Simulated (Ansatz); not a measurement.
**Binding across the interface in Zr2CO2 MXene, 4 layers (80 atoms)**

How much energy holds the two parts of Zr2CO2 MXene, 4 layers (80 atoms) together, and how does it fall off with distance?

Program: Ansatz 0.2.0. Level of theory: Kohn-Sham DFT, PBE+D4, PAW (set soft_2), plane waves. Results are calculated unless marked as measured.

## 1. The starting structure

The cell holds 80 atoms: 16 C, 32 Zr and 32 O. Its edges and angles: a = 6.752 Å, b = 6.752 Å, c = 40.780 Å, α = 90.0°, β = 90.0°, γ = 120.0°. It derives from Zr2CO2 (Zr2CO2 MXene). 4 layers of Zr2CO2 MXene (a = 3.31 Å), 2 x 2 cells, biaxial strain +2 %, every second layer slid by 0.333 of a1 + 2 a2; facing planes 2.84, 2.72, 2.82 Å apart; 14 Å of vacuum. Regions: layer 1, 20 atoms (4 C, 8 Zr and 8 O); layer 2, 20 atoms (4 C, 8 Zr and 8 O); layer 3, 20 atoms (4 C, 8 Zr and 8 O); layer 4, 20 atoms (4 C, 8 Zr and 8 O). Vacuum lies along c.

What the set-up can't give: The cell is under 6 Å thick along two periodic directions, so every atom has periodic images of itself close by, which move with it and show among its neighbours and in g(r).

## 2. Single point at the start

A single point comes first, to see the forces before anything moves.

File input.yaml:

```yaml
crystal:
  lattice:
    - [6.7524, 0.0, 0.0]
    - [-3.3762, 5.84775, 0.0]
    - [0.0, 0.0, 40.78]
  atoms:
    - { symbol: C, position: [0.00404, 0.00017, 0.22835] }
    - { symbol: Zr, position: [0.16704, 0.33497, 0.26193] }
    - { symbol: Zr, position: [0.33202, 0.1635, 0.19448] }
    - { symbol: O, position: [0.33551, 0.16654, 0.28419] }
    - { symbol: O, position: [0.16881, 0.33586, 0.17151] }
    - { symbol: C, position: [0.00351, 0.50165, 0.2282] }
    - { symbol: Zr, position: [0.16715, 0.83519, 0.26144] }
    - { symbol: Zr, position: [0.33121, 0.66489, 0.19415] }
    - { symbol: O, position: [0.33593, 0.66698, 0.28433] }
    - { symbol: O, position: [0.16337, 0.83428, 0.17136] }
    - { symbol: C, position: [0.49751, 0.99558, 0.2283] }
    - { symbol: Zr, position: [0.6677, 0.33459, 0.26154] }
    - { symbol: Zr, position: [0.83174, 0.16714, 0.19407] }
    - { symbol: O, position: [0.83438, 0.1682, 0.28441] }
    - { symbol: O, position: [0.66602, 0.33446, 0.17153] }
    - { symbol: C, position: [0.49717, 0.49893, 0.22794] }
    - { symbol: Zr, position: [0.66697, 0.83423, 0.26152] }
    - { symbol: Zr, position: [0.83586, 0.66864, 0.19466] }
    - { symbol: O, position: [0.83563, 0.66683, 0.28463] }
    - { symbol: O, position: [0.66606, 0.83417, 0.17211] }
    - { symbol: C, position: [0.16599, 0.33439, 0.41044] }
    - { symbol: Zr, position: [0.33322, 0.66542, 0.44427] }
    - { symbol: Zr, position: [0.50499, 0.50208, 0.37657] }
    - { symbol: O, position: [0.49777, 0.49861, 0.46665] }
    - { symbol: O, position: [0.33488, 0.66765, 0.35418] }
    - { symbol: C, position: [0.16912, 0.83649, 0.41034] }
    - { symbol: Zr, position: [0.33487, 0.16828, 0.44432] }
    - { symbol: Zr, position: [0.49906, 3.0e-05, 0.37668] }
    - { symbol: O, position: [0.50046, 0.0016, 0.4668] }
    - { symbol: O, position: [0.3321, 0.16482, 0.35355] }
    - { symbol: C, position: [0.66777, 0.33457, 0.41046] }
    - { symbol: Zr, position: [0.83189, 0.6645, 0.44395] }
    - { symbol: Zr, position: [0.00231, 0.49905, 0.37638] }
    - { symbol: O, position: [0.0014, 0.50298, 0.46664] }
    - { symbol: O, position: [0.8319, 0.66599, 0.35389] }
    - { symbol: C, position: [0.66632, 0.83347, 0.4104] }
    - { symbol: Zr, position: [0.83351, 0.16744, 0.44408] }
    - { symbol: Zr, position: [0.99968, 0.00104, 0.37694] }
    - { symbol: O, position: [0.00213, 0.00164, 0.46707] }
    - { symbol: O, position: [0.83154, 0.16179, 0.35393] }
    - { symbol: C, position: [0.99981, 0.00213, 0.59003] }
    - { symbol: Zr, position: [0.16633, 0.33536, 0.62304] }
    - { symbol: Zr, position: [0.33231, 0.16612, 0.55683] }
    - { symbol: O, position: [0.3352, 0.16705, 0.64627] }
    - { symbol: O, position: [0.16737, 0.33307, 0.53344] }
    - { symbol: C, position: [0.99978, 0.5004, 0.58992] }
    - { symbol: Zr, position: [0.16479, 0.8338, 0.62335] }
    - { symbol: Zr, position: [0.33586, 0.66663, 0.55621] }
    - { symbol: O, position: [0.33681, 0.66889, 0.64645] }
    - { symbol: O, position: [0.16558, 0.83403, 0.53344] }
    - { symbol: C, position: [0.50258, 0.00105, 0.58997] }
    - { symbol: Zr, position: [0.66503, 0.33369, 0.62305] }
    - { symbol: Zr, position: [0.83208, 0.16468, 0.5566] }
    - { symbol: O, position: [0.83558, 0.16935, 0.64616] }
    - { symbol: O, position: [0.66712, 0.33436, 0.53345] }
    - { symbol: C, position: [0.50152, 0.50295, 0.5899] }
    - { symbol: Zr, position: [0.66344, 0.82998, 0.62355] }
    - { symbol: Zr, position: [0.83071, 0.66557, 0.5564] }
    - { symbol: O, position: [0.83484, 0.66636, 0.64631] }
    - { symbol: O, position: [0.66822, 0.83158, 0.53343] }
    - { symbol: C, position: [0.16745, 0.33622, 0.77226] }
    - { symbol: Zr, position: [0.33213, 0.66539, 0.80531] }
    - { symbol: Zr, position: [0.50275, 0.50396, 0.73857] }
    - { symbol: O, position: [0.50024, 0.49855, 0.82844] }
    - { symbol: O, position: [0.33166, 0.66736, 0.71563] }
    - { symbol: C, position: [0.16723, 0.83144, 0.77171] }
    - { symbol: Zr, position: [0.33325, 0.1654, 0.80581] }
    - { symbol: Zr, position: [0.50025, 0.00085, 0.73901] }
    - { symbol: O, position: [0.50347, 0.0016, 0.82777] }
    - { symbol: O, position: [0.33245, 0.1634, 0.71549] }
    - { symbol: C, position: [0.66784, 0.33524, 0.77208] }
    - { symbol: Zr, position: [0.83275, 0.66953, 0.80525] }
    - { symbol: Zr, position: [0.99857, 0.4995, 0.73818] }
    - { symbol: O, position: [0.99886, 0.49935, 0.82803] }
    - { symbol: O, position: [0.8321, 0.6649, 0.71491] }
    - { symbol: C, position: [0.66912, 0.833, 0.77168] }
    - { symbol: Zr, position: [0.83448, 0.16768, 0.80599] }
    - { symbol: Zr, position: [0.003, 0.00259, 0.73823] }
    - { symbol: O, position: [0.00314, 0.00277, 0.82837] }
    - { symbol: O, position: [0.83331, 0.16641, 0.71548] }
kpoints:
  mp_grid: { grid: [3, 3, 1] }
hamiltonian:
  xc: pbe
  dispersion: d4
scf:
  occupations: { method: fixed }
output:
  forces: true
```

Started as:

```console
$ ansatz run input.yaml --threads 4 --pin off --max-ram 15872MiB --backend cpu --events-out ev --progress --plain --runs-dir out
```

Numbers of over 12 decimals in the logs are rounded to 6 here.

What it wrote:

```text
[...]
Pseudopotentials: kind: paw
Pseudopotential: C, paw, valence charge 4, recommended cutoff 420 eV (normal), C.paw.azcp
Pseudopotential: Zr, paw, valence charge 12, recommended cutoff 420 eV (normal), Zr.paw.azcp
Pseudopotential: O, paw, valence charge 6, recommended cutoff 420 eV (normal), O.paw.azcp
[...]
Crystal: 80 atoms, lattice volume = 1610.253 Å³
Basis set: ecut = 420 eV, 31517 PW (Γ), exchange–correlation on 96×96×576 points (8 copies of the dense FFT grid, shifted against one another)
Bands: 400, of which v1, the nominal top of the filled ones, is band 320 counted from 1 (319 counted from 0)
Symmetry: 1 space group operations
Space group: P1 (ITA 1), of the structure as read, at distance tolerance 1.2e-4 Å
k-points: 5 of 9 (time reversal used)
[...]
Initial density: superposition of atomic densities (neutral atoms: chi_scale 0, normalization atom), corrected by the library's trained network
Initial wavefunctions: pseudopotential atomic-orbital guess
[...]
SCF iter   1: F=—  HF=-156165.288398 eV  |F-HF|=—  |Δ(HF+E_count)|=         —  Δρ=4.95e-3  dr2=6.07e-1  ethr=1.77e-3  ⟨swp⟩=4.4  Hψ=6328  notcnv=0  defer=364
preconditioner: auto → Resta (q_TF=auto, 2.339 Å⁻¹)  ε∞=4.9  [insulator: Δε(μ)=1.066 eV  Ē_g=9.201 eV  n_scr=384 (ndim 8)  ℏωp=18.1 eV  f_vac=0.320  ε∞_Penn≈4.9  vacuum switching on, ρ_ref=6.1e-3 e/Å³]
[...]
SCF iter  11: F=—  HF=-156165.206653 eV  |F-HF|=—  |Δ(HF+E_count)|=   5.06e-8  Δρ=3.52e-6  dr2=3.28e-7  ethr=9.16e-11  ⟨swp⟩=2.8  Hψ=2786  notcnv=0  defer=364
SCF iter  12: F=-156165.206653 eV  HF=-156165.206653 eV  |F-HF|=1.16e-9  |Δ(HF+E_count)|=   4.19e-8  Δρ=8.08e-7  dr2=1.73e-8  ethr=1.56e-11  ⟨swp⟩=3.0  Hψ=6558  notcnv=0
SCF 1 converged in 12 iterations: F = -156165.206653 eV  dr2 = 1.73e-8
[...]
SCF converged after 12 iterations
Free energy (F): -156165.206653 eV
Harris-Foulkes:  -156165.206653 eV  (|F-HF|=1.16e-9)
Internal energy: -156165.206653 eV  (E = F + TS)
E sigma→0 (E₀):  -156165.206653 eV
Fermi energy:    6.026734 eV
--- Per-component energies (eV) ---
[...]
Σ components = -156165.206653   (vs F -156165.206653, Δ=0.00e0)
--- Forces (eV/Å), atoms counted from 1 ---
  atom   1  C     -0.24862337    -0.04236367    -0.20771883
  atom   2  Zr     0.16729631     0.00662271     0.59822961
  atom   3  Zr    -0.10714203     0.37067963    -0.68067354
  atom   4  O     -0.04582136     0.09588031    -0.67583509
[...]
atom  80  O      0.06105200     0.00313495     0.90940841
  max |Σ_I F_I| component: 4.99e-6 eV/Å
```

Wall time 3.4 min (4 threads of Arm Neoverse V1, shared host); peak memory 9.7 GiB; 13 min of CPU time.

The r.m.s. force at the start is 0.42 eV/Å.

## 3. Relaxation

The atoms are relaxed in the fixed cell, aiming at the force tolerance of the input.

File input.yaml:

```yaml
crystal:
  lattice:
    - [6.7524, 0.0, 0.0]
    - [-3.3762, 5.84775, 0.0]
    - [0.0, 0.0, 40.78]
  atoms:
    [... the 80 atom lines of step 2 ...]
kpoints:
  mp_grid: { grid: [3, 3, 1] }
hamiltonian:
  xc: pbe
  dispersion: d4
scf:
  occupations: { method: fixed }
output:
  forces: true
relax:
  f_tol: 0.05
  max_steps: 120
```

What it wrote:

```text
[...]
Crystal: 80 atoms, lattice volume = 1610.253 Å³
Basis set: ecut = 420 eV, 31517 PW (Γ), exchange–correlation on 96×96×576 points (8 copies of the dense FFT grid, shifted against one another)
Bands: 400, of which v1, the nominal top of the filled ones, is band 320 counted from 1 (319 counted from 0)
Symmetry: 1 space group operations
[...]
k-points: 5 of 9 (time reversal used)
[...]
SCF iter   1: F=—  HF=-156165.288397 eV  |F-HF|=—  |Δ(HF+E_count)|=         —  Δρ=4.95e-3  dr2=6.07e-1  ethr=1.77e-3  ⟨swp⟩=4.4  Hψ=6328  notcnv=0  defer=364
[...]
SCF iter   6: F=—  HF=-156165.206687 eV  |F-HF|=—  |Δ(HF+E_count)|=   9.78e-5  Δρ=1.03e-4  dr2=3.39e-4  ethr=8.01e-8  ⟨swp⟩=3.0  Hψ=2987  notcnv=0  defer=389
SCF iter   7: F=-156165.206621 eV  HF=-156165.206658 eV  |F-HF|=3.68e-5  |Δ(HF+E_count)|=   2.93e-5  Δρ=4.68e-5  dr2=5.47e-5  ethr=9.77e-9  ⟨swp⟩=3.0  Hψ=6650  notcnv=0
SCF 1 converged in 7 iterations: F = -156165.206621 eV  dr2 = 5.47e-5
[...]
relax step   1: F+E_penalty+E_count = -156165.20662099 eV  Δ(F+E_penalty+E_count) = +0.000e0 eV  max|allowed force component| = 1.260e0 eV/Å  Δτ_max = 0.0000 Å  (7 SCF iters, dr2 threshold 6.25e-5 eV, accepted)
[...]
relax step   2: F+E_penalty+E_count = -156165.71179813 eV  Δ(F+E_penalty+E_count) = -5.052e-1 eV  max|allowed force component| = 1.151e0 eV/Å  Δτ_max = 0.1901 Å  (8 SCF iters, dr2 threshold 9.92e-5 eV, accepted)
[...]
relax step   3: F+E_penalty+E_count = -156166.19372101 eV  Δ(F+E_penalty+E_count) = -4.819e-1 eV  max|allowed force component| = 2.954e-2 eV/Å  Δτ_max = 0.1213 Å  (8 SCF iters, dr2 threshold 8.29e-5 eV, accepted)
relax step   4: F+E_penalty+E_count = -156166.19372811 eV  Δ(F+E_penalty+E_count) = -7.099e-6 eV  max|allowed force component| = 2.869e-2 eV/Å  Δτ_max = 0.0000 Å  (5 SCF iters, accepted)
relax step   5: F+E_penalty+E_count = -156166.20622396 eV  Δ(F+E_penalty+E_count) = -1.250e-2 eV  max|allowed force component| = 2.832e-2 eV/Å  Δτ_max = 0.0528 Å  (11 SCF iters, accepted)
[...]
relax step   6: F+E_penalty+E_count = -156166.21885399 eV  Δ(F+E_penalty+E_count) = -1.263e-2 eV  max|allowed force component| = 1.838e-2 eV/Å  Δτ_max = 0.1200 Å  (12 SCF iters, accepted)
SCF converged after 12 iterations
Free energy (F): -156166.218854 eV
[...]
Internal energy: -156166.218854 eV  (E = F + TS)
E sigma→0 (E₀):  -156166.218854 eV
Fermi energy:    6.189204 eV
[...]
Σ components = -156166.218854   (vs F -156166.218854, Δ=0.00e0)
--- Forces (eV/Å), atoms counted from 1 ---
  atom   1  C     -0.00180552    -0.00390988    -0.00019718
  atom   2  Zr     0.00429071     0.00364724    -0.00457926
  atom   3  Zr     0.00103238     0.00205034    -0.00597015
  atom   4  O     -0.00088752     0.00064219     0.00458892
[...]
atom  80  O      0.00025882     0.00194294     0.00323376
  max |Σ_I F_I| component: 2.07e-5 eV/Å
--- Relaxed structure (6 steps of the walk, 6 accepted, 0 SCFs on fresh bases) ---
  F+E_penalty+E_count = -156166.21885399 eV   max|allowed force component| = 1.838e-2 eV/Å
  atoms:
    - { symbol: C, position: [0.00109417, 0.000958767, 0.219796] }
    - { symbol: Zr, position: [0.167671, 0.334148, 0.253685] }
    - { symbol: Zr, position: [0.334307, 0.167621, 0.185886] }
    - { symbol: O, position: [0.334420, 0.167497, 0.275154] }
[...]
- { symbol: O, position: [0.833245, 0.166290, 0.724934] }
```

The job ended after 15 min (4 threads; peak memory 9.7 GiB; 58 min of CPU time).

The relaxation converged after 6 steps, 1.01 eV below its start, with a largest force component of 0.018 eV/Å.

[end of part 1 of 3]

[Logs are printed without paths, hosts, clocks, repeated set-up lines and the standing remarks that a program may print on its own settings, such as how far it seeks lower states.]

[Hosts, paths, dates, database ids (printed as entryN), source tags and the programs' standing remarks are cut or masked in the printed files.]
